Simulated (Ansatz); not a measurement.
# Lattice dynamics of In2S (model cell, started as cuprite), part 2 of 2

Wanted: phonon frequencies of In2S (model cell, started as cuprite) and what follows from them.

Ansatz 0.2.0; DFT PBEsol, scalar-relativistic, plane waves, PAW.

So far. Step 3 (Relaxing to small forces for the phonons): The forces vanish by symmetry and the pressure is 0.000 GPa, within the tolerances set. The cell now holds 41.47 Å³/atom. The relaxed cell has a = 6.290 Å (conventional setting).

The structure was built from a prototype and need not be the compound's stable phase.

## 4. Linear response at the zone centre

The zone centre comes first: it holds the modes that light can see, as far as symmetry allows. No field response is asked, since the mesh shows no gap.

File input.yaml:

```yaml
crystal:
  lattice:
    - [6.2898146533, 0.0, 0.0]
    - [0.0, 6.2898146533, 0.0]
    - [0.0, 0.0, 6.2898146533]
  atoms:
    - { symbol: S, position: [0.0, 0.0, 0.0] }
    - { symbol: S, position: [0.5, 0.5, 0.5] }
    - { symbol: In, position: [0.25, 0.25, 0.25] }
    - { symbol: In, position: [0.75, 0.75, 0.25] }
    - { symbol: In, position: [0.75, 0.25, 0.75] }
    - { symbol: In, position: [0.25, 0.75, 0.75] }
kpoints:
  mp_grid: { grid: [6, 6, 6] }
hamiltonian:
  xc: pbesol
scf:
  occupations: { method: methfessel_paxton, width: 0.2 }
output:
  eigenvalues: true
phonons:
  method: dfpt
```

Started as:

```bash
ansatz run input.yaml --threads 8 --pin off --max-ram 14336MiB --backend cpu --events-out ev --progress --plain --runs-dir out
```

Numbers of over 12 decimals in the logs are rounded to 6 here.

The program printed:

```text
[...]
Crystal: 6 atoms, lattice volume = 248.836 Å³
Basis set: ecut = 420 eV, 4945 PW (Γ), exchange–correlation on 96×96×96 points (8 copies of the dense FFT grid, shifted against one another)
Bands: 39, of which v1, the nominal top of the filled ones, is band 32 counted from 1 (31 counted from 0)
Symmetry: 48 space group operations
k-points: 68 of 216 (irreducible under 2 space group operations, time reversal used)
[...]
SCF iter   1: F=—  HF=-23868.577491 eV  |F-HF|=—  |Δ(HF+E_count)|=         —  Δρ=3.81e-3  dr2=8.00e-2  ethr=1.77e-3  ⟨swp⟩=7.1  Hψ=10359  notcnv=0
[...]
SCF iter   9: F=-23868.568783 eV  HF=-23868.568783 eV  |F-HF|=3.64e-12  |Δ(HF+E_count)|=    0.00e0  S|Δr|=    0.00e0  Δρ=4.06e-8  dr2=3.73e-12  ethr=1.00e-12  ⟨swp⟩=9.3  Hψ=14495  notcnv=0
SCF 1 converged in 9 iterations: F = -23868.568783 eV  dr2 = 3.73e-12
[...]
DFPT response loops at Γ: preconditioner auto → Kerker (q_TF=auto, 2.176 Å⁻¹) (partly filled bands, converged f_vac=0.043); β = 1.00, the filter's whole step (`scf.mixing.beta` (0.50) is not read by the response loops under this deck's `scf.mixing.preconditioner`; to damp them name `kerker` or `kerker_dos`, under which they read `scf.mixing.beta`, and type it under 1.00, their step now; both keys bind the ground state too); Broyden in place of MSR1
SCF converged after 9 iterations
[...]
Free energy (F): -23868.568783 eV
[...]
Internal energy: -23868.573701 eV  (E = F + TS)
E sigma→0 (E₀):  -23868.570013 eV
Entropy (-TS):   0.004918 eV (0.820 meV/atom)
Fermi energy:    3.603635 eV
[...]
--- Band table (eV; the first three rows and the last of 68) ---
  k-point 0: bands = [... 28 lower, 0.4412, 3.0961, 3.0961, 3.8620, 3.8620, 3.8620, 5.9360, 5.9360, ... 3 higher]
  k-point 1: bands = [... 28 lower, 0.8345, 3.2047, 3.3361, 3.6723, 3.7451, 3.7451, 5.5033, 5.9561, ... 3 higher]
  k-point 2: bands = [... 28 lower, 1.5638, 3.0920, 3.5268, 3.5578, 3.5578, 4.0473, 4.7415, 5.8280, ... 3 higher]
  k-point 67: bands = [... 28 lower, 1.2517, 3.5837, 3.5837, 3.5837, 3.9926, 3.9926, 3.9926, 6.4032, ... 3 higher]
--- Phonons (Γ-DFPT): 2 representative perturbations + reference, on 68 of 216 k-points (Σ response iterations 6) ---
  k mesh reduced under 2 symmetry operations, with k and −k counted as one. Each operation leaves every solved perturbation unchanged. A smaller set is not used because it would not reduce the number of displacements times k-points to solve
  ASR residual: 1.325e-5 → 0.000e0 eV/Å²; symmetrization residual: 5.618e-6 eV/Å²
  ASR residual per site (eV/Å²): 4.63e-6 4.63e-6 1.33e-5 1.33e-5 1.33e-5 1.33e-5
  Γ frequencies (cm⁻¹): -220.14 -220.14 -220.14 -189.92 -189.92 -189.92 -89.23 -89.23 -89.23 -84.76 -84.76 0.00 0.00 0.00 47.89 47.89 47.89 128.01
  non-analytic LO–TO correction: not included (Born effective charges unavailable; polar crystals: no LO–TO splitting at Γ)
```

Run time: 34 s. Hardware: 8 threads of Arm Neoverse V2, shared host; peak memory 2.7 GiB.

Reading the cycles: dr2 is the Hartree energy of the density residual (eV), the measure of convergence; HF is the Harris–Foulkes estimate of the energy, which meets the free energy F at convergence.

Numbers from this step:

| Property | Result |
| --- | --- |
| sum-rule residual before enforcement | 1.33e-5 eV/Å² |
| point group | m-3m |
| highest optical mode at the zone centre (no LO-TO term) | 128.0 cm⁻¹ |
| lowest optical zone-centre mode | -220.1 cm⁻¹ |

Patterns of degenerate modes are one choice out of their space. The modes at Γ (shares of kinetic energy by element, %) (negative means imaginary):

```tsv
mode	frequency (cm⁻¹)	symmetry	S %	In %
1	-220.1	T2g	100	0
2	-220.1	T2g	100	0
3	-220.1	T2g	100	0
4	-189.9	T1u	87	13
5	-189.9	T1u	87	13
6	-189.9	T1u	87	13
7	-89.2	T2u	0	100
8	-89.2	T2u	0	100
9	-89.2	T2u	0	100
10	-84.8	Eu	0	100
11	-84.8	Eu	0	100
12	0.0	acoustic	12	88
13	0.0	acoustic	12	88
14	0.0	acoustic	12	88
15	47.9	T1u	1	99
16	47.9	T1u	1	99
17	47.9	T1u	1	99
18	128.0	A2u	0	100
```

Displacements in mode 2 (-220.1 cm⁻¹), the largest set to 1:
```
S1   0.00  1.00 -0.53
S2   0.00 -1.00  0.53
In3  0.00  0.00  0.00
In4  0.00  0.00  0.00
In5  0.00  0.00  0.00
In6  0.00  0.00  0.00
```

Displacements in mode 18 (128.0 cm⁻¹), the largest set to 1:
```
S1   0.00  0.00  0.00
S2   0.00  0.00  0.00
In3  1.00  1.00  1.00
In4 -1.00 -1.00  1.00
In5 -1.00  1.00 -1.00
In6  1.00 -1.00 -1.00
```

Before it was imposed, the acoustic sum rule was missed by 1.3e-5 eV/Å². Small misses are needed for a sound result but don't prove that mesh and cutoff are converged. The lowest optical mode is imaginary, 220.1i cm⁻¹, so the energy falls along it.

## 5. Response at finite wavevector

Stability and thermal properties need the whole zone. Linear response on a 2×2×2 q mesh gives force constants as far as a supercell of that size would.

input.yaml, as its differences from that of step 4:

```diff
@@ -22 +22,8 @@
   method: dfpt
+  qmesh: [2, 2, 2]
+  temperatures: { t_max: 1000, t_step: 50 }
+  qpath:
+    path:
+      - [[0.0, 0.0, 0.0], [0.0, 0.5, 0.0], [0.5, 0.5, 0.0], [0.0, 0.0, 0.0], [0.5, 0.5, 0.5], [0.0, 0.5, 0.0]]
+      - [[0.5, 0.5, 0.5], [0.5, 0.5, 0.0]]
+    npoints: 10
```

The program printed:

```text
Warning: phonons: the dynamical matrix that this run interpolates holds no multipole term above the dipole-dipole one, and a site of this crystal is no centre of inversion, so its interpolated transverse optical and acoustic branches and sound speeds can stay off near Gamma, and the density of states and the thermodynamics with them. What a run solves at a wave vector of phonons.qpoints, Gamma apart, where the deck admits one, is free of this, and under fd what a larger phonons.supercell samples
[...]
Crystal: 6 atoms, lattice volume = 248.836 Å³
Basis set: ecut = 420 eV, 4945 PW (Γ), exchange–correlation on 96×96×96 points (8 copies of the dense FFT grid, shifted against one another)
Bands: 39, of which v1, the nominal top of the filled ones, is band 32 counted from 1 (31 counted from 0)
Symmetry: 48 space group operations
k-points: 20 of 216
[...]
SCF iter   1: F=—  HF=-23868.576135 eV  |F-HF|=—  |Δ(HF+E_count)|=         —  Δρ=3.87e-3  dr2=8.05e-2  ethr=1.77e-3  ⟨swp⟩=7.0  Hψ=3030  notcnv=0
[...]
SCF iter   9: F=-23868.568783 eV  HF=-23868.568783 eV  |F-HF|=7.28e-12  |Δ(HF+E_count)|=  2.18e-11  S|Δr|=    0.00e0  Δρ=3.52e-8  dr2=2.30e-12  ethr=1.00e-12  ⟨swp⟩=9.4  Hψ=4312  notcnv=0
SCF 1 converged in 9 iterations: F = -23868.568783 eV  dr2 = 2.30e-12
[...]
SCF iter   4: F=-23868.568783 eV  HF=-23868.568783 eV  |F-HF|=1.82e-11  |Δ(HF+E_count)|=  3.64e-12  S|Δr|=    0.00e0  Δρ=8.37e-8  dr2=9.20e-12  ethr=1.00e-12  ⟨swp⟩=4.7  Hψ=2033  notcnv=0
SCF 2 converged in 4 iterations: F = -23868.568783 eV  dr2 = 9.20e-12
[...]
phonons: the bands overlap, so this run is a metal and interpolates without the dipole-dipole term. If the crystal is really an insulator or semiconductor, its LO-TO splitting is missing
NSCF: frozen V_eff on 20 k-points
[...]
DFPT response loops at q = (0, 0, 0) (fractional): preconditioner auto → Kerker (q_TF=auto, 2.176 Å⁻¹) (partly filled bands, converged f_vac=0.043); β = 1.00, the filter's whole step (`scf.mixing.beta` (0.50) is not read by the response loops under this deck's `scf.mixing.preconditioner`; to damp them name `kerker` or `kerker_dos`, under which they read `scf.mixing.beta`, and type it under 1.00, their step now; both keys bind the ground state too); Broyden in place of MSR1
[...]
SCF converged after 9 iterations
[...]
Free energy (F): -23868.568783 eV
[...]
Internal energy: -23868.573701 eV  (E = F + TS)
E sigma→0 (E₀):  -23868.570013 eV
Entropy (-TS):   0.004918 eV (0.820 meV/atom)
Fermi energy:    3.603635 eV
[...]
--- Band table (eV; the first three rows and the last of 20) ---
  k-point 0: bands = [... 28 lower, 0.4412, 3.0961, 3.0961, 3.8620, 3.8620, 3.8620, 5.9360, 5.9360, ... 3 higher]
  k-point 1: bands = [... 28 lower, 0.8345, 3.2047, 3.3361, 3.6723, 3.7451, 3.7451, 5.5033, 5.9561, ... 3 higher]
  k-point 2: bands = [... 28 lower, 1.5638, 3.0920, 3.5268, 3.5578, 3.5578, 4.0473, 4.7415, 5.8280, ... 3 higher]
  k-point 19: bands = [... 28 lower, 1.2517, 3.5837, 3.5837, 3.5837, 3.9926, 3.9926, 3.9926, 6.4032, ... 3 higher]
--- Phonons (Γ-DFPT): 2 representative perturbations + reference (Σ response iterations 6) ---
  ASR residual: 3.612e-5 → 0.000e0 eV/Å²; symmetrization residual: 3.012e-6 eV/Å²
  ASR residual per site (eV/Å²): 8.40e-6 8.40e-6 3.61e-5 3.61e-5 3.61e-5 3.61e-5
[...]
--- Phonons (arbitrary-q DFPT): 4 irreducible q on the 2×2×2 mesh ---
  q = [0.0000, 0.0000, 0.0000] (star 1, of the zone-centre solve; hermiticity 1.28e-6, symmetrization 1.90e-12): -220.14 -220.14 -220.14 -189.92 -189.92 -189.92 -89.23 -89.23 -89.23 -84.76 -84.76 -0.00 -0.00 -0.00 47.89 47.89 47.89 128.01
  q = [0.0000, 0.0000, -0.5000] (star 3, 4 solved perturbations in 284 linear systems a pass and spin channel, the states on 112 of 216 k-point pairs; hermiticity 1.99e-6, symmetrization 3.81e-12): -228.86 -228.86 -182.47 -182.47 -91.38 -91.38 -84.79 -84.79 -62.30 -62.30 -33.64 -33.64 -28.05 -28.05 53.67 53.67 88.63 88.63
[...]
sum rule: each row above includes the acoustic sum rule's correction from the zone centre's row sums; it moved no ω² by more than (0.32 cm⁻¹)²
  mesh force constants: q→R imaginary residual 2.02e-17; ASR residual 3.612e-5 → 0.000e0 eV/Å²; symmetrization residual 1.776e-15 eV/Å²
  interpolated dispersion: 62 rows × 18 modes
  density of states and harmonic sums: on the 10×10×10 q-mesh, interpolated from the force constants of a 2×2×2 supercell (no non-analytic term)
  largest difference from the sums on the solved wave vectors: F 1.03e-1 eV, S 1.27e-4 and C_V 2.60e-5 eV/K
  zero-point energy: 0.017723 eV/cell   skipped modes (ω ≤ 0): 763, of them read as no rigid motion or as one in doubt: 760 (1.372e1 modes/cell left out, lowest -235.02 cm⁻¹)   left out of the sums: 7.62e-1 of the cell's modes: C_V's classical limit lies that fraction below 3 k_B per atom; for a crystal, a wire or a layer, F and S can be off by more, and a phonons.interpolated_qmesh denser along its periods is the remedy for the sampling
```

The job ended after 2.6 min (8 threads; peak memory 3.1 GiB; 20 min of CPU time).

This step gave:

* sum-rule residual before enforcement: 3.61e-5 eV/Å²
* lowest frequency on the path: -235.2 cm⁻¹
* highest frequency on the path or at a solved wavevector: 136.7 cm⁻¹
* lowest mode on the q mesh (acoustic modes at Γ apart): -228.9 cm⁻¹

Frequencies (cm⁻¹) solved at each irreducible wavevector; negative means imaginary. Frequencies by wavevector, by row:

```tsv
q in reciprocal lattice units	star	mode 1	mode 2	mode 3	mode 4	mode 16	mode 17	mode 18
0 0 0	1	-220.1	-220.1	-220.1	-189.9	47.9	47.9	128
0 0 -0.5	3	-228.9	-228.9	-182.5	-182.5	53.7	88.6	88.6
0 -0.5 -0.5	3	-225.8	-225.8	-187.4	-187.4	50.4	92.6	92.6
-0.5 -0.5 -0.5	1	-215.7	-215.7	-215.7	-157.6	57.5	57.5	136.7
```

Interpolated from a 2×2×2 q mesh. The phonon branches at the labelled points (cm⁻¹):

```tsv
point	branch 1	branch 2	branch 3	branch 4	branch 15	branch 16	branch 17	branch 18
Γ	-220	-220	-220	-190	48	48	48	128
halfway	-230	-230	-205	-183	49	49	56	117
X	-229	-229	-182	-182	54	54	89	89
halfway	-229	-229	-183	-183	51	51	92	92
M	-226	-226	-187	-187	50	50	93	93
halfway	-235	-217	-214	-150	46	51	68	110
Γ	-220	-220	-220	-190	48	48	48	128
halfway	-226	-220	-220	-138	47	47	72	112
R	-216	-216	-216	-158	58	58	58	137
halfway	-227	-224	-203	-161	51	53	70	115
X	-229	-229	-182	-182	54	54	89	89
jump to R	-216	-216	-216	-158	58	58	58	137
halfway	-222	-222	-209	-164	54	54	57	124
M	-226	-226	-187	-187	50	50	93	93
```

Tetrahedra on a 10×10×10 mesh, mean over bins of 5 cm-1. Interpolated from a 2×2×2 q mesh. Table of phonon density of states by wavenumber; read off at these points:

```tsv
wavenumber (cm⁻¹)	phonon density of states (1/cm⁻¹/cell)
-238	7.0e-5
-228	0.142
-218	0.0414
-202	0.0355
-182	0.00982
-168	0.0358
-148	0.0236
-132	0.0433
-122	0.0469
-112	0.0360
-92	0.00928
-78	0.163
-72	0.177
-58	0.0935
-42	0.102
-38	0.127
-22	0.028
-8	0.0123
12	0.0113
32	0
48	0.181
52	0.221
68	0.0290
82	0.0256
102	0.0351
118	0.0252
138	1.8e-4
```

The partial phonon density of states has structure finer than the step of the table below, so its rows give means over 20 cm⁻¹, whole bins alone (the curve runs from -245 to 149 cm⁻¹). Peaks (cm⁻¹: height): In -71.4: 0.165, -51.6: 0.108, 49.9: 0.218, 106.8: 0.0465; S -227.4: 0.130, -125.9: 0.0364, -41.7: 0.0209.

Phonopy on the run's constants, 9x9x9 mesh, Gaussian sigma 2.8 cm-1. Interpolated from a 2×2×2 q mesh. Partial phonon density of states against wavenumber; means over each step; values in 1/cm⁻¹/cell:

```tsv
wavenumber (cm⁻¹)	In	S
-220	0.00489	0.0837
-200	0.00247	0.0283
-180	0.00266	0.0205
-160	0.00539	0.0272
-140	0.00824	0.0256
-120	0.0109	0.0277
-100	0.0107	0.0154
-80	0.124	0.00495
-60	0.112	0.0107
-40	0.0826	0.0170
-20	0.0266	0.00490
0	0.00619	0.00100
20	0.00869	0.00145
40	0.0477	0.00141
60	0.0694	0.00260
80	0.0269	0.00101
100	0.0261	1.0e-3
120	0.0218	5.0e-4
```

Symmetry leaves 4 wavevectors to solve. The lowest mode among them, the acoustic zeros apart, lies at q = (0, 0, -0.5) and is imaginary, 228.9i cm⁻¹, so the energy falls along it. Between them the interpolated path dips to 235i cm⁻¹.

## 6. What came out

| Quantity | Value |
| --- | --- |
| space group after relaxation (within 0.01 Å) | Pn-3m |
| volume per atom | 41.5 Å³ |
| electronic character | no gap on this mesh |
| highest optical mode at the zone centre (no LO-TO term) | 128 cm⁻¹ |
| lowest optical zone-centre mode | -220 cm⁻¹ |
| lowest mode on the q mesh (acoustic modes at Γ apart) | -229 cm⁻¹ |
| highest frequency on the path or at a solved wavevector | 137 cm⁻¹ |
| imaginary modes on the 2×2×2 q mesh | yes |

In words: Modes are clearly imaginary (beyond 10i cm⁻¹) at 4 of the 4 irreducible wavevectors, most at q = (0, 0, -0.5) (228.9i cm⁻¹), so this structure is not a minimum of the energy. The optical modes at Γ span -220 to 128 cm⁻¹ (negative means imaginary). The highest mode in this list at Γ, 128.0 cm⁻¹, is mostly motion of In (100 % of the kinetic energy). With no gap, or one that is small against the smearing, the frequencies hang on the k mesh and the smearing, most of all near Kohn anomalies. The starting cell was built on a prototype and not taken from a measurement, so the phase need not exist. These are harmonic frequencies at zero temperature: anharmonic shifts, linewidths and thermal expansion are left out.

[Logs are printed without paths, hosts, clocks, repeated set-up lines and the standing remarks that a program may print on its own settings, such as how far it seeks lower states.]

[Hosts, paths, dates, database ids (printed as entryN), source tags and the programs' standing remarks are cut or masked in the printed files.]
